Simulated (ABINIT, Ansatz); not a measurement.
**A GW chain in ABINIT: Li3OCl (Pm-3m)**

Wanted: ground state, empty states, screening and self-energy for Li3OCl (Pm-3m).

Method: PBEsol and many-body steps on it, plane waves, in ABINIT 10.8.3.

## Step 1: The structure

It takes space group Pm-3m (No. 221, cubic). The conventional cell has a = 3.908 Å, b = 3.908 Å, c = 3.908 Å, α = 90.00°, β = 90.00°, γ = 90.00°. Nearest to Li lie 2 O at 1.95 Å and 8 Li at 2.76 Å and 4 Cl at 2.76 Å. Nearest to Cl lie 12 Li at 2.76 Å. Nearest to O lie 6 Li at 1.95 Å. Farther neighbours and most contacts between anions are not listed.

The cell and positions are those that the Materials Project relaxed with its own functionals (PBE, PBE+U or r2SCAN), kept fixed.

## Step 2: Ground state

This step: ABINIT 10.8.3; DFT, PBEsol, plane waves, norm-conserving pseudopotentials.

The ground-state density comes first.

File run.abi:

```
acell 3*1.0 Angstrom
rprim 
  3.908337000000 0.000000000000 0.000000000000
  0.000000000000 3.908337000000 0.000000000000
  0.000000000000 0.000000000000 3.908337000000
ntypat 3
znucl 3 17 8
natom 5
typat 1 1 1 2 3
xred 
  0.000000000000 0.500000000000 0.500000000000
  0.500000000000 0.000000000000 0.500000000000
  0.500000000000 0.500000000000 0.000000000000
  0.000000000000 0.000000000000 0.000000000000
  0.500000000000 0.500000000000 0.500000000000
pp_dirpath "pseudos"
pseudos "Li.upf, Cl.upf, O.upf"
ecut 36
ngkpt 6 6 6
nshiftk 1
shiftk 0 0 0
kptopt 1
chksymbreak 0
nband 17
occopt 1
tolvrs 1e-10
nstep 60
prtwf 0
optforces 0
optstress 0
indata_prefix "in"
outdata_prefix "out"
tmpdata_prefix "tmp"
```

Launch:

```console
$ OMP_NUM_THREADS=1 mpirun -n 4 abinit run.abi > log
```

Numbers of over 12 decimals in the logs are rounded to 6 here.

The log of the run:

```text
.Version 10.8.3 of ABINIT. v10.8.2 released Aug 2026.

 Symmetries : space group Pm -3 m (#221); Bravais cP (primitive cubic)
================================================================================
 Values of the parameters that define the memory need of the present run
     intxc =       0    ionmov =       0      iscf =       7    lmnmax =       6
     lnmax =       6     mgfft =      40  mpssoang =       3    mqgrid =    3001
     natom =       5  nloc_mem =       1    nspden =       1   nspinor =       1
    nsppol =       1      nsym =      48    n1xccc =    2501    ntypat =       3
    occopt =       1   xclevel =       2
-    mband =          17        mffmem =           1         mkmem =           5
       mpw =        4173          nfft =       64000          nkpt =          20
================================================================================
  Rough estimation (10% accuracy) of disk space for files :
================================================================================

--------------------------------------------------------------------------------
------------- Echo of variables that govern the present computation ------------
--------------------------------------------------------------------------------
 -outvars: echo values of preprocessed input variables --------
            acell      1.8897261259E+00  1.8897261259E+00  1.8897261259E+00 Bohr

      chksymbreak           0
             ecut      3.60000000E+01 Hartree
-          fftalg         312

              ixc     -116133
              kpt      0.00000000E+00  0.00000000E+00  0.00000000E+00
                       1.66666667E-01  0.00000000E+00  0.00000000E+00
                       3.33333333E-01  0.00000000E+00  0.00000000E+00
                       5.00000000E-01  0.00000000E+00  0.00000000E+00
                       1.66666667E-01  1.66666667E-01  0.00000000E+00
                       3.33333333E-01  1.66666667E-01  0.00000000E+00
                       5.00000000E-01  1.66666667E-01  0.00000000E+00
                       3.33333333E-01  3.33333333E-01  0.00000000E+00
                       5.00000000E-01  3.33333333E-01  0.00000000E+00
   [... 9 further rows ...]
                       5.00000000E-01  5.00000000E-01  3.33333333E-01
                       5.00000000E-01  5.00000000E-01  5.00000000E-01
         kptrlatt        6    0    0      0    6    0      0    0    6
          kptrlen      4.43141192E+01
P           mkmem           5
            natom           5
            nband          17
            ngfft          40      40      40
             nkpt          20
            nstep          60
             nsym          48
           ntypat           3
              occ      2.000000  2.000000  2.000000  2.000000  2.000000  2.000000
                       2.000000  2.000000  2.000000  2.000000  2.000000  0.000000
                       0.000000  0.000000  0.000000  0.000000  0.000000
        optforces           0
        optstress           0
            prtwf           0
            rprim      3.9083370000E+00  0.0000000000E+00  0.0000000000E+00
[...]
spgroup         221

           tolvrs      1.00000000E-10

             xred      0.0000000000E+00  5.0000000000E-01  5.0000000000E-01
[...]
znucl        3.00000   17.00000    8.00000

================================================================================

 chkinp: Checking input parameters for consistency.

================================================================================
== DATASET  1 ==================================================================
-   mpi_nproc: 4, omp_nthreads: 1 (-1 if OMP is not activated)

--- !DatasetInfo
iteration_state: {dtset: 1, }
dimensions: {natom: 5, nkpt: 20, mband: 17, nsppol: 1, nspinor: 1, nspden: 1, mpw: 4173, }
cutoff_energies: {ecut:  36.0, pawecutdg:  -1.0, }
electrons: {nelect:   2.20000000E+01, charge:   0.00000000E+00, occopt:   1.00000000E+00, tsmear:   1.00000000E-02, }

 Real(R)+Recip(G) space primitive vectors, cartesian coordinates (Bohr,Bohr^-1):
 R(1)=  7.3856865  0.0000000  0.0000000  G(1)=  0.1353970  0.0000000  0.0000000
 R(2)=  0.0000000  7.3856865  0.0000000  G(2)=  0.0000000  0.1353970  0.0000000
 R(3)=  0.0000000  0.0000000  7.3856865  G(3)=  0.0000000  0.0000000  0.1353970
 Unit cell volume ucvol=  4.0287713E+02 bohr^3
 Angles (23,13,12)=  9.00000000E+01  9.00000000E+01  9.00000000E+01 degrees

 getcut: wavevector=  0.0000  0.0000  0.0000  ngfft=  40  40  40
         ecut(hartree)=     36.000   => boxcut(ratio)=   2.00518

--- Pseudopotential description ------------------------------------------------
- Li Generated using ONCVPSP code by D. R. Hamann
-  3.00000   3.00000  180301                  znucl, zion, pspdat
12 -116133 1 -1 1944                          pspcod,pspxc,lmax,lloc,mmax
     nproj     2     2     0
  pspatm : epsatm=    2.60875052
         --- l  ekb(1:nproj) -->
[...]
pspatm: atomic psp has been read  and splines computed

- Cl Generated using ONCVPSP code by D. R. Hamann
- 17.00000   7.00000  180301                  znucl, zion, pspdat
12 -116133 2 -1 1028                          pspcod,pspxc,lmax,lloc,mmax
     nproj     2     2     2
  pspatm : epsatm=    8.95520293
         --- l  ekb(1:nproj) -->
[...]
pspatm: atomic psp has been read  and splines computed

- O Generated using ONCVPSP code by D. R. Hamann
-  8.00000   6.00000  180301                  znucl, zion, pspdat
12 -116133 2 -1 936                           pspcod,pspxc,lmax,lloc,mmax
     nproj     2     2     1
  pspatm : epsatm=    6.22910120
         --- l  ekb(1:nproj) -->
[...]
2   -1.335834
 pspatm: atomic psp has been read  and splines computed

   5.06232225E+02                                ecore*ucvol(ha*bohr**3)
--------------------------------------------------------------------------------

_setup2: Arith. and geom. avg. npw (full set) are    4156.458    4156.436

================================================================================

--- !BeginCycle
iteration_state: {dtset: 1, }
solver: {iscf: 7, nstep: 60, nline: 4, wfoptalg: 0, }
tolerances: {tolvrs: 1.00E-10, }

     iter   Etot(hartree)      deltaE(h)  residm     vres2
 ETOT  1  -54.254130966075    -5.425E+01 7.251E-02 1.315E+03
 ETOT  2  -54.074683917524     1.794E-01 1.597E-02 1.399E+03
 ETOT  3  -54.528965586441    -4.543E-01 8.811E-03 1.385E+02
 ETOT  4  -54.561911648884    -3.295E-02 9.672E-04 1.119E+00
 ETOT  5  -54.562177769606    -2.661E-04 3.021E-03 4.338E-01
 ETOT  6  -54.562283565357    -1.058E-04 1.534E-04 3.538E-03
 ETOT  7  -54.562284310942    -7.456E-07 1.566E-04 2.593E-04
 ETOT  8  -54.562284352322    -4.138E-08 3.329E-05 2.258E-06
 ETOT  9  -54.562284352947    -6.251E-10 3.347E-05 3.774E-07
 ETOT 10  -54.562284353049    -1.021E-10 3.357E-05 2.137E-09
 ETOT 11  -54.562284353047     2.245E-12 1.075E-04 1.115E-11

 At SCF step   11       vres2   =  1.11E-11 < tolvrs=  1.00E-10 =>converged.

--- !ResultsGS
iteration_state: {dtset: 1, }
comment   : Summary of ground state results
lattice_vectors:
- [  7.3856865,   0.0000000,   0.0000000, ]
- [  0.0000000,   7.3856865,   0.0000000, ]
- [  0.0000000,   0.0000000,   7.3856865, ]
lattice_lengths: [   7.38569,    7.38569,    7.38569, ]
lattice_angles: [ 90.000,  90.000,  90.000, ] # degrees, (23, 13, 12)
lattice_volume:   4.0287713E+02
convergence: {deltae:  2.245E-12, res2:  1.115E-11, residm:  1.075E-04, diffor:  0.000E+00, }
etotal    :  -5.45622844E+01
entropy   :   0.00000000E+00
fermie    :   4.70913236E-02
cartesian_stress_tensor: null
pressure_GPa: null
xred      :
- [  0.0000E+00,   5.0000E-01,   5.0000E-01, Li]
- [  5.0000E-01,   0.0000E+00,   5.0000E-01, Li]
- [  5.0000E-01,   5.0000E-01,   0.0000E+00, Li]
- [  0.0000E+00,   0.0000E+00,   0.0000E+00, Cl]
- [  5.0000E-01,   5.0000E-01,   5.0000E-01,  O]
cartesian_forces: null
force_length_stats: {min: null, max: null, mean: null, }

 Integrated electronic density in atomic spheres:
 ------------------------------------------------
 Atom  Sphere_radius  Integrated_density
[...]
================================================================================

 ----iterations are completed or convergence reached----

 Mean square residual over all n,k,spin=   34.125E-08; max=  10.754E-05
 reduced coordinates (array xred) for    5 atoms
       0.000000000000      0.500000000000      0.500000000000
       0.500000000000      0.000000000000      0.500000000000
       0.500000000000      0.500000000000      0.000000000000
       0.000000000000      0.000000000000      0.000000000000
       0.500000000000      0.500000000000      0.500000000000
 rms dE/dt=  0.0000E+00; max dE/dt=  0.0000E+00; dE/dt below (all hartree)
    1       0.000000000000      0.000000000000      0.000000000000
    2       0.000000000000      0.000000000000      0.000000000000
    3       0.000000000000      0.000000000000      0.000000000000
    4       0.000000000000      0.000000000000      0.000000000000
    5       0.000000000000      0.000000000000      0.000000000000

 cartesian coordinates (angstrom) at end:
    1      0.000000     1.954168     1.954168
    2      1.954168     0.000000     1.954168
    3      1.954168     1.954168     0.000000
    4      0.000000     0.000000     0.000000
    5      1.954168     1.954168     1.954168
 length scales=  1.889726125908  1.889726125908  1.889726125908 bohr
              =  1.000000000000  1.000000000000  1.000000000000 angstroms
 prteigrs : about to open file out_EIG
 Fermi (or HOMO) energy (hartree) =   0.04709   Average Vxc (hartree)=  -0.34076
 Eigenvalues (hartree) for nkpt=  20  k points:
 kpt#   1, nband= 17, wtk=  0.00463, kpt=  0.0000  0.0000  0.0000 (reduced coord)
  -1.52754   -1.52501   -1.52501   -0.50410   -0.47234   -0.06197   -0.06197   -0.06197
   0.02859    0.02859    0.02859    0.21652    0.29964    0.29964    0.47288    0.47289
   0.48353
 prteigrs : prtvol=0 or 1, do not print more k-points.

--- !EnergyTerms
iteration_state     : {dtset: 1, }
comment             : Components of total free energy in Hartree
kinetic             :  3.22905494098812E+01
hartree             :  1.20758913121602E+01
xc                  : -1.35998487497370E+01
Ewald energy        : -3.38732561447134E+01
psp_core            :  1.25654247324847E+00
local_psp           : -3.88292448858176E+01
non_local_psp       : -1.38829177680691E+01
total_energy        : -5.45622843530472E+01
total_energy_eV     : -1.48471539399381E+03
band_energy         : -1.13744674194045E+01

== END DATASET(S) ==============================================================
================================================================================

 -outvars: echo values of variables after computation  --------
           etotal     -5.4562284353E+01
            nband          17
             nkpt          20
          spgroup         221
 [... the other variables as echoed above ...]

 Calculation completed.
```

Run time: 28 s. Hardware: 4 MPI ranks of Intel Xeon Platinum 8259CL at 2.50GHz (Skylake/Cascade Lake), shared host; peak memory 0.39 GiB; 1.8 min of CPU time.

Numbers from this step:

```
total energy               : -1484.7154 eV
gap                        : 4.610 eV
k of the valence top       : 0.5, 0.5, 0
k of the conduction bottom : 0, 0, 0
least direct gap           : 4.712 eV
```

The gap is indirect, with the least direct gap 0.10 eV higher.

[end of part 1 of 3]

[Paths, hosts, dates, memory and timing lines, banners, echoed tables and standing remarks are left out of the program output.]

[Logs are printed without paths, hosts, clocks, repeated set-up lines and the standing remarks that a program may print on its own settings, such as how far it seeks lower states.]

[Runs of the session that timed out or met a known fault of the program may be left out.]

[Hosts, paths, dates, database ids (printed as entryN), source tags and the programs' standing remarks are cut or masked in the printed files.]

[G0W0 gaps are taken among the corrected bands and points alone; a level outside them can change the order at an edge.]

[Where Ansatz stands beside ABINIT at settings called matched, ABINIT's density can come from a denser mesh and the files from another edition; pairs whose starting gaps differed by over 0.03 eV were left out, so agreement reads better than it is.]
